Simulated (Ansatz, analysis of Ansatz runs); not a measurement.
## A hop of Cl in K3BrCl2 (P-3m1), charge +1

Wanted: path and barrier of a jump of Cl in K3BrCl2 (P-3m1) at charge +1. The case: V_Cl hop (4.5 Å), in a cell of 54 host atoms with 1 Cl taken out.

Program: Ansatz 0.2.0. Level of theory: plane-wave PAW DFT, PBEsol; nudged elastic band between two relaxed defect structures at fixed charge in a uniform background. Results are calculated unless marked as measured.

This is a report of a sequence of runs, with most program output left out.

## (1) The structure

The cell holds 53 atoms: 27 K, 9 Br and 17 Cl. Cell: a = 13.448 Å, b = 13.448 Å, c = 11.001 Å, α = 90.0°, β = 90.0°, γ = 120.0°. It derives from K3BrCl2 (space group P-3m1). Nearest the centre at fractional (0.389, 0.278, 0.338): K20 at 2.19 Å, K25 at 2.20 Å, Cl6 at 2.24 Å, Cl23 at 3.78 Å, K2 at 3.85 Å, K26 at 3.85 Å, K19 at 3.86 Å, K42 at 3.86 Å. The cell carries charge +1.

The cell's shortest repeat is 11.0 Å.

## (2) Relaxation of the start point, charge +1

The ends come first: from an unrelaxed start the top is counted from too high an energy, and the barrier comes out too low. Small random displacements break the symmetry of the ideal sites, so that the defect can distort if it gains by it. The charge of +1 is set by the electron count, and a uniform background keeps the cell neutral.

qp1.start/input.yaml

```yaml
crystal:
  lattice:
    - [13.44809205, 9.0e-08, 0.0]
    - [-6.7240461, 11.64638931, 0.0]
    - [0.0, 0.0, 11.00082975]
  atoms:
    - { symbol: K, position: [0.0, 0.0, 0.5] }
    - { symbol: K, position: [0.11111111, 0.22222222, 0.17740115] }
    - { symbol: K, position: [0.22222222, 0.11111111, 0.82259885] }
    - { symbol: Br, position: [0.0, 0.0, 0.0] }
    - { symbol: Cl, position: [0.11111111, 0.22222222, 0.66140328] }
    - { symbol: Cl, position: [0.22222222, 0.11111111, 0.33859672] }
    - { symbol: K, position: [0.0, 0.33333333, 0.5] }
    - { symbol: K, position: [0.11111111, 0.55555556, 0.17740115] }
    - { symbol: K, position: [0.22222222, 0.44444444, 0.82259885] }
    - { symbol: Br, position: [0.0, 0.33333333, 0.0] }
    - { symbol: Cl, position: [0.11111111, 0.55555556, 0.66140328] }
    - { symbol: Cl, position: [0.22222222, 0.44444444, 0.33859672] }
    - { symbol: K, position: [0.0, 0.66666667, 0.5] }
    - { symbol: K, position: [0.11111111, 0.88888889, 0.17740115] }
    - { symbol: K, position: [0.22222222, 0.77777778, 0.82259885] }
    - { symbol: Br, position: [0.0, 0.66666667, 0.0] }
    - { symbol: Cl, position: [0.11111111, 0.88888889, 0.66140328] }
    - { symbol: Cl, position: [0.22222222, 0.77777778, 0.33859672] }
    - { symbol: K, position: [0.33333333, 0.0, 0.5] }
    - { symbol: K, position: [0.44444444, 0.22222222, 0.17740115] }
    - { symbol: K, position: [0.55555556, 0.11111111, 0.82259885] }
    - { symbol: Br, position: [0.33333333, 0.0, 0.0] }
    - { symbol: Cl, position: [0.44444444, 0.22222222, 0.66140328] }
    - { symbol: Cl, position: [0.55555556, 0.11111111, 0.33859672] }
    - { symbol: K, position: [0.33333333, 0.33333333, 0.5] }
    - { symbol: K, position: [0.44444444, 0.55555556, 0.17740115] }
    - { symbol: K, position: [0.55555556, 0.44444444, 0.82259885] }
    - { symbol: Br, position: [0.33333333, 0.33333333, 0.0] }
    - { symbol: Cl, position: [0.44444444, 0.55555556, 0.66140328] }
    - { symbol: K, position: [0.33333333, 0.66666667, 0.5] }
    - { symbol: K, position: [0.44444444, 0.88888889, 0.17740115] }
    - { symbol: K, position: [0.55555556, 0.77777778, 0.82259885] }
    - { symbol: Br, position: [0.33333333, 0.66666667, 0.0] }
    - { symbol: Cl, position: [0.44444444, 0.88888889, 0.66140328] }
    - { symbol: Cl, position: [0.55555556, 0.77777778, 0.33859672] }
    - { symbol: K, position: [0.66666667, 0.0, 0.5] }
    - { symbol: K, position: [0.77777778, 0.22222222, 0.17740115] }
    - { symbol: K, position: [0.88888889, 0.11111111, 0.82259885] }
    - { symbol: Br, position: [0.66666667, 0.0, 0.0] }
    - { symbol: Cl, position: [0.77777778, 0.22222222, 0.66140328] }
    - { symbol: Cl, position: [0.88888889, 0.11111111, 0.33859672] }
    - { symbol: K, position: [0.66666667, 0.33333333, 0.5] }
    - { symbol: K, position: [0.77777778, 0.55555556, 0.17740115] }
    - { symbol: K, position: [0.88888889, 0.44444444, 0.82259885] }
    - { symbol: Br, position: [0.66666667, 0.33333333, 0.0] }
    - { symbol: Cl, position: [0.77777778, 0.55555556, 0.66140328] }
    - { symbol: Cl, position: [0.88888889, 0.44444444, 0.33859672] }
    - { symbol: K, position: [0.66666667, 0.66666667, 0.5] }
    - { symbol: K, position: [0.77777778, 0.88888889, 0.17740115] }
    - { symbol: K, position: [0.88888889, 0.77777778, 0.82259885] }
    - { symbol: Br, position: [0.66666667, 0.66666667, 0.0] }
    - { symbol: Cl, position: [0.77777778, 0.88888889, 0.66140328] }
    - { symbol: Cl, position: [0.88888889, 0.77777778, 0.33859672] }
total_charge: 1
basis:
  ecutwfc: 420
  xc_grid: 2
hamiltonian:
  xc: pbesol
kpoints:
  mp_grid: { grid: [1, 1, 1], shift: [0.25, 0.25, 0.25] }
scf:
  occupations: { method: fixed }
  max_iter: 120
output:
  forces: true
relax:
  f_tol: 0.02
  max_steps: 70
  random_displacement: { amplitude: 0.03, seed: 5104 }
```

On the command line:

```bash
ansatz run input.yaml --threads 32 --pin off --max-ram 84787MiB --backend cuda --events-out ev --progress --plain --runs-dir out --max-vram 78GiB
```

Wall time 3.5 s (1 × NVIDIA GB200 with 32 threads of Arm Neoverse V2, shared host); peak memory 1.3 GiB.

Relaxation path:

```csv
step,energy less that of the first step (eV),largest force component (eV/Å)
1,0.0000,0.5135
2,-0.5321,0.1469
3,-0.5878,0.0305
4,-0.5917,0.0147
```

The atoms that moved most (Å, from the sites as typed, ahead of the random displacement):

```csv
atom,dx,dy,dz,length
K26,-0.192,0.108,-0.145,0.264
K43,0.189,0.111,-0.144,0.262
K20,0.000,-0.217,-0.145,0.261
K42,0.180,-0.105,0.140,0.251
K48,0.000,0.207,0.138,0.249
K25,-0.176,-0.104,0.140,0.248
K15,-0.001,-0.001,-0.115,0.115
Br33,-0.074,0.043,-0.072,0.112
```

Neighbours of Cl6 at the end:

```csv
atom,distance (Å)
K25,3.093
K20,3.095
K19,3.140
K2,3.146
K14,3.189
K1,3.196
Cl23,4.315
Cl17,4.391
Cl24,4.406
Cl12,4.409
```

Numbers from this step:

- free energy: -83697.0569 eV
- r.m.s. move of the farther half of the atoms: 0.06193 Å
- largest move from the ideal geometry of this structure, a common shift of the far atoms taken out: 0.2740 Å

The relaxation gained 0.592 eV and ended with a largest force component of 0.015 eV/Å.

## (3) Relaxation of the end point, charge +1

The end point is relaxed in the same cell and settings, so that the two energies compare. Atoms more than 3.2 Å from the middle of the hop start where the first relaxation left them, the nearer ones on or close to their ideal places, with small random displacements.

qp1.end/input.yaml

```yaml
crystal:
  lattice:
    - [13.44809205, 9.0e-08, 0.0]
    - [-6.7240461, 11.64638931, 0.0]
    - [0.0, 0.0, 11.00082975]
  atoms:
    - { symbol: K, position: [-0.00067349, 0.00055723, 0.49944843] }
    - { symbol: K, position: [0.11024883, 0.22183462, 0.17697495] }
[... 3 atom lines left out ...]
    - { symbol: Cl, position: [0.555556, 0.444444, 0.338307] }
[... 5 atom lines left out ...]
    - { symbol: Cl, position: [0.22773764, 0.44439532, 0.33838944] }
[... 6 atom lines left out ...]
    - { symbol: K, position: [0.3329934, -0.00044036, 0.49990078] }
    - { symbol: K, position: [0.44444444, 0.22222222, 0.17740115] }
[... 2 atom lines left out ...]
    - { symbol: Cl, position: [0.44681946, 0.22687087, 0.65484386] }
    - { symbol: Cl, position: [0.55540857, 0.11667647, 0.33840159] }
    - { symbol: K, position: [0.33333333, 0.33333333, 0.5] }
    - { symbol: K, position: [0.43483738, 0.56495361, 0.16379337] }
[... 1 atom line left out ...]
    - { symbol: Br, position: [0.33721008, 0.33538744, 0.00480076] }
    - { symbol: Cl, position: [0.44681604, 0.55320122, 0.65495914] }
[... 12 atom lines left out ...]
    - { symbol: K, position: [0.67550802, 0.32436122, 0.51233432] }
[... 10 atom lines left out ...]
    - { symbol: Cl, position: [0.88331838, 0.77236684, 0.33835757] }
total_charge: 1
basis:
  ecutwfc: 420
  xc_grid: 2
hamiltonian:
  xc: pbesol
kpoints:
  mp_grid: { grid: [1, 1, 1], shift: [0.25, 0.25, 0.25] }
scf:
  occupations: { method: fixed }
  max_iter: 120
output:
  forces: true
relax:
  f_tol: 0.02
  max_steps: 70
  random_displacement: { amplitude: 0.01, seed: 5104 }
```

Elapsed: 3.1 s, on 1 × NVIDIA GB200 with 32 threads; peak memory 1.4 GiB.

Step by step:

```csv
step,energy less that of the first step (eV),largest force component (eV/Å)
1,0.0000,0.4946
2,-0.6946,0.1508
3,-0.8025,0.0157
4,-0.8025,0.0159
```

The atoms that moved most (Å, from the sites as typed, ahead of the random displacement):

```csv
atom,dx,dy,dz,length
K20,0.189,0.120,-0.140,0.264
K43,-0.173,-0.105,0.146,0.249
K14,-0.003,-0.203,-0.143,0.249
K26,0.185,-0.088,0.138,0.247
K25,0.004,0.210,0.129,0.247
K2,-0.171,0.114,-0.133,0.245
K42,-0.168,0.111,-0.129,0.239
K19,0.181,-0.087,0.130,0.239
```

Neighbours of Cl6 at the end:

```csv
atom,distance (Å)
K25,3.092
K20,3.092
K42,3.150
K26,3.157
K48,3.195
K43,3.197
Cl23,4.322
Cl46,4.391
Cl24,4.414
Cl12,4.416
```

This step gave:

| Quantity | Value |
| --- | --- |
| free energy | -83697.0553 eV |
| r.m.s. move of the farther half of the atoms | 0.05465 Å |
| largest move from the ideal geometry of this structure, a common shift of the far atoms taken out | 0.2653 Å |

The relaxation gained 0.802 eV and ended with a largest force component of 0.016 eV/Å. The end lies 0.002 eV above the start.

## (4) Nudged elastic band, charge +1

5 movable images are laid between the ends on a pair-potential path, which keeps atoms from colliding in the first guess. Each image feels the true force across the path and a spring force along it. The highest image is set to climb to the top of the path.

This step: plane-wave PAW DFT, PBEsol; nudged elastic band between two relaxed defect structures at fixed charge in a uniform background.

qp1.neb/input.yaml

```yaml
crystal:
  lattice:
    - [13.44809205, 9.0e-08, 0.0]
    - [-6.7240461, 11.64638931, 0.0]
    - [0.0, 0.0, 11.00082975]
  atoms:
    - { symbol: K, position: [-0.00075906, 0.00044258, 0.4998096] }
    - { symbol: K, position: [0.11016327, 0.22171998, 0.17733612] }
    - { symbol: K, position: [0.22101038, 0.10983846, 0.82320916] }
    - { symbol: Br, position: [0.00141084, -0.00161935, 0.00313053] }
    - { symbol: Cl, position: [0.10577087, 0.21970203, 0.66730089] }
    - { symbol: Cl, position: [0.22766394, 0.11643698, 0.33888379] }
    - { symbol: K, position: [-0.00045653, 0.33229731, 0.4996914] }
    - { symbol: K, position: [0.11135419, 0.55658176, 0.17829648] }
    - { symbol: K, position: [0.22098246, 0.44454569, 0.82324359] }
    - { symbol: Br, position: [0.00145909, 0.33648779, 0.00325683] }
    - { symbol: Cl, position: [0.10961487, 0.55276797, 0.65798189] }
    - { symbol: Cl, position: [0.22765208, 0.44428068, 0.33875061] }
    - { symbol: K, position: [0.00025492, 0.66687171, 0.50018275] }
    - { symbol: K, position: [0.11161494, 0.88843916, 0.17830679] }
    - { symbol: K, position: [0.22205184, 0.77769721, 0.81209559] }
    - { symbol: Br, position: [0.00728284, 0.67033688, -0.00648145] }
    - { symbol: Cl, position: [0.10948744, 0.89024637, 0.65815555] }
    - { symbol: Cl, position: [0.22219235, 0.77778329, 0.33820857] }
    - { symbol: K, position: [0.33290784, -0.000555, 0.50026194] }
    - { symbol: K, position: [0.4350313, 0.20353941, 0.16418304] }
    - { symbol: K, position: [0.55533936, 0.1097426, 0.82313111] }
    - { symbol: Br, position: [0.32960619, -0.00729315, -0.00662688] }
    - { symbol: Cl, position: [0.4467339, 0.22675623, 0.65520503] }
    - { symbol: Cl, position: [0.555323, 0.11656182, 0.33876275] }
    - { symbol: K, position: [0.31565704, 0.32435206, 0.51266355] }
    - { symbol: K, position: [0.43475181, 0.56483897, 0.16415453] }
    - { symbol: K, position: [0.5554853, 0.44442938, 0.82242518] }
    - { symbol: Br, position: [0.33712451, 0.3352728, 0.00516192] }
    - { symbol: Cl, position: [0.44673048, 0.55308658, 0.6553203] }
    - { symbol: K, position: [0.33297787, 0.66678203, 0.50008226] }
    - { symbol: K, position: [0.44333442, 0.88839946, 0.17826332] }
    - { symbol: K, position: [0.55541175, 0.77887479, 0.82331008] }
    - { symbol: Br, position: [0.3296134, 0.67035438, -0.00662951] }
    - { symbol: Cl, position: [0.44703605, 0.89021554, 0.65820103] }
    - { symbol: Cl, position: [0.55516413, 0.77209505, 0.3388535] }
    - { symbol: K, position: [0.66743769, 0.00044023, 0.49990447] }
    - { symbol: K, position: [0.77808333, 0.22194183, 0.17726607] }
    - { symbol: K, position: [0.88887003, 0.11107365, 0.83102619] }
    - { symbol: Br, position: [0.66346378, -0.00151802, 0.00310213] }
    - { symbol: Cl, position: [0.78053101, 0.21937147, 0.66729729] }
    - { symbol: Cl, position: [0.88865692, 0.11107168, 0.33914038] }
    - { symbol: K, position: [0.67542246, 0.32424657, 0.51269549] }
    - { symbol: K, position: [0.79646631, 0.56504214, 0.16424812] }
    - { symbol: K, position: [0.8901229, 0.44449463, 0.82311542] }
    - { symbol: Br, position: [0.66477137, 0.33535054, 0.00497552] }
    - { symbol: Cl, position: [0.77297015, 0.55322605, 0.65502359] }
    - { symbol: Cl, position: [0.88326892, 0.44469504, 0.33898062] }
    - { symbol: K, position: [0.67542456, 0.68439225, 0.51252396] }
    - { symbol: K, position: [0.77797376, 0.88973522, 0.17733891] }
    - { symbol: K, position: [0.88997481, 0.77880098, 0.82326502] }
    - { symbol: Br, position: [0.66466293, 0.66283556, 0.00515972] }
    - { symbol: Cl, position: [0.78041162, 0.89436457, 0.66715134] }
    - { symbol: Cl, position: [0.88323282, 0.7722522, 0.33871873] }
total_charge: 1
basis:
  ecutwfc: 420
  xc_grid: 2
hamiltonian:
  xc: pbesol
kpoints:
  mp_grid: { grid: [1, 1, 1], shift: [0.25, 0.25, 0.25] }
scf:
  occupations: { method: fixed }
  max_iter: 120
output:
  forces: true
neb:
  images: 5
  f_tol: 0.04
  climbing: true
  initial_path: idpp
  max_iterations: 45
  order_check: false
  final_atoms:
    - { symbol: K, position: [-0.01698201, -0.00786517, 0.51199388] }
    - { symbol: K, position: [0.10218944, 0.23130051, 0.16512626] }
[... 3 atom lines left out ...]
    - { symbol: Cl, position: [0.55087586, 0.43983344, 0.33895659] }
[... 5 atom lines left out ...]
    - { symbol: Cl, position: [0.22204582, 0.43890985, 0.33894672] }
[... 6 atom lines left out ...]
    - { symbol: K, position: [0.34253099, -0.00823288, 0.51193403] }
    - { symbol: K, position: [0.46343229, 0.23220538, 0.16491514] }
[... 2 atom lines left out ...]
    - { symbol: Cl, position: [0.43995336, 0.21997756, 0.65548561] }
    - { symbol: Cl, position: [0.55048591, 0.11139611, 0.33850177] }
    - { symbol: K, position: [0.34245206, 0.35102113, 0.51200462] }
    - { symbol: K, position: [0.44459936, 0.55702626, 0.17658862] }
[... 1 atom line left out ...]
    - { symbol: Br, position: [0.33195779, 0.3302608, 0.00513902] }
    - { symbol: Cl, position: [0.4469846, 0.56055027, 0.66648064] }
[... 12 atom lines left out ...]
    - { symbol: K, position: [0.66755685, 0.33353937, 0.50082656] }
[... 10 atom lines left out ...]
    - { symbol: Cl, position: [0.89466081, 0.78354292, 0.33892152] }
```

The job ended after 13 s (1 × NVIDIA GB200 with 32 threads; peak memory 2.2 GiB).

Images along the path:

```csv
image,path (Å),energy (eV),"Cl6: x, y, z (Å)"
0,0.000,0.0000,"2.279, 1.356, 3.728"
1,0.862,0.1810,"2.562, 1.923, 3.692"
2,1.725,0.5080,"2.844, 2.633, 3.614"
3,2.588,0.6510,"3.061, 3.410, 3.476"
4,3.453,0.5070,"3.627, 3.988, 3.614"
5,4.318,0.1790,"4.101, 4.588, 3.692"
6,5.183,0.0020,"4.451, 5.122, 3.729"
```

This step gave:

| Property | Result |
| --- | --- |
| free energy | -83696.4059 eV |
| barrier forward | 0.6510 eV |
| barrier backward | 0.6494 eV |
| end less start | 0.001604 eV |
| hop length | 4.348 Å |

Track of the atom that was set to move:

```csv
image,x (Å),y (Å),z (Å),nearest neighbour,distance (Å)
0,2.279,1.356,3.728,K,3.093
1,2.562,1.923,3.692,K,2.971
2,2.844,2.633,3.614,K,2.845
3,3.061,3.41,3.476,K,2.818
4,3.627,3.988,3.614,K,2.845
5,4.101,4.588,3.692,K,2.972
6,4.451,5.122,3.729,K,3.092
```

The band met its tolerance of 0.04 eV/Å after 8 iterations, with image 3 on top (the start counts as 0). Cl6, which moves farthest between the ends, has 6 K at 3.09 to 3.20 Å nearest at the start and 2 K at 2.82 Å at the top.

## (5) Single point at the start point, PBEsol, denser k-mesh

Three single points on a mesh of more k-points (start, top, end) test the sampling. The start is shown; top and end are run alike.

This step: plane-wave PAW DFT, PBEsol; single point of a defect supercell on a structure of the PBEsol path.

qp1.start.mesh/input.yaml

```yaml
crystal:
  lattice:
    - [13.44809205, 9.0e-08, 0.0]
    - [-6.7240461, 11.64638931, 0.0]
    - [0.0, 0.0, 11.00082975]
  atoms:
    - { symbol: K, position: [-0.00075906, 0.00044258, 0.4998096] }
    - { symbol: K, position: [0.11016327, 0.22171998, 0.17733612] }
[... 3 atom lines left out ...]
    - { symbol: Cl, position: [0.22766394, 0.11643698, 0.33888379] }
[... 5 atom lines left out ...]
    - { symbol: Cl, position: [0.22765208, 0.44428068, 0.33875061] }
[... 6 atom lines left out ...]
    - { symbol: K, position: [0.33290784, -0.000555, 0.50026194] }
    - { symbol: K, position: [0.4350313, 0.20353941, 0.16418304] }
[... 2 atom lines left out ...]
    - { symbol: Cl, position: [0.4467339, 0.22675623, 0.65520503] }
    - { symbol: Cl, position: [0.555323, 0.11656182, 0.33876275] }
    - { symbol: K, position: [0.31565704, 0.32435206, 0.51266355] }
    - { symbol: K, position: [0.43475181, 0.56483897, 0.16415453] }
[... 1 atom line left out ...]
    - { symbol: Br, position: [0.33712451, 0.3352728, 0.00516192] }
    - { symbol: Cl, position: [0.44673048, 0.55308658, 0.6553203] }
[... 12 atom lines left out ...]
    - { symbol: K, position: [0.67542246, 0.32424657, 0.51269549] }
[... 10 atom lines left out ...]
    - { symbol: Cl, position: [0.88323282, 0.7722522, 0.33871873] }
total_charge: 1
basis:
  ecutwfc: 420
  xc_grid: 2
hamiltonian:
  xc: pbesol
kpoints:
  mp_grid: { grid: [2, 2, 2], shift: [0.5, 0.5, 0.5] }
scf:
  occupations: { method: fixed }
  max_iter: 120
output:
  forces: true
  eigenvalues: true
checkpoint:
  write: "../qp1.start.mesh.run"
  compress: false
  write_wavefunctions: false
  write_every: 100000
```

The job ended after 2.2 s (1 × NVIDIA GB200 with 32 threads; peak memory 1.2 GiB; 6.4 s of CPU time).

Numbers from this step:

* free energy: -83697.0362 eV

(Continued in part 2 of 2.)

[Logs are printed without paths, hosts, clocks, repeated set-up lines and the standing remarks that a program may print on its own settings, such as how far it seeks lower states.]

[Hosts, paths, dates, database ids (printed as entryN), source tags and the programs' standing remarks are cut or masked in the printed files.]
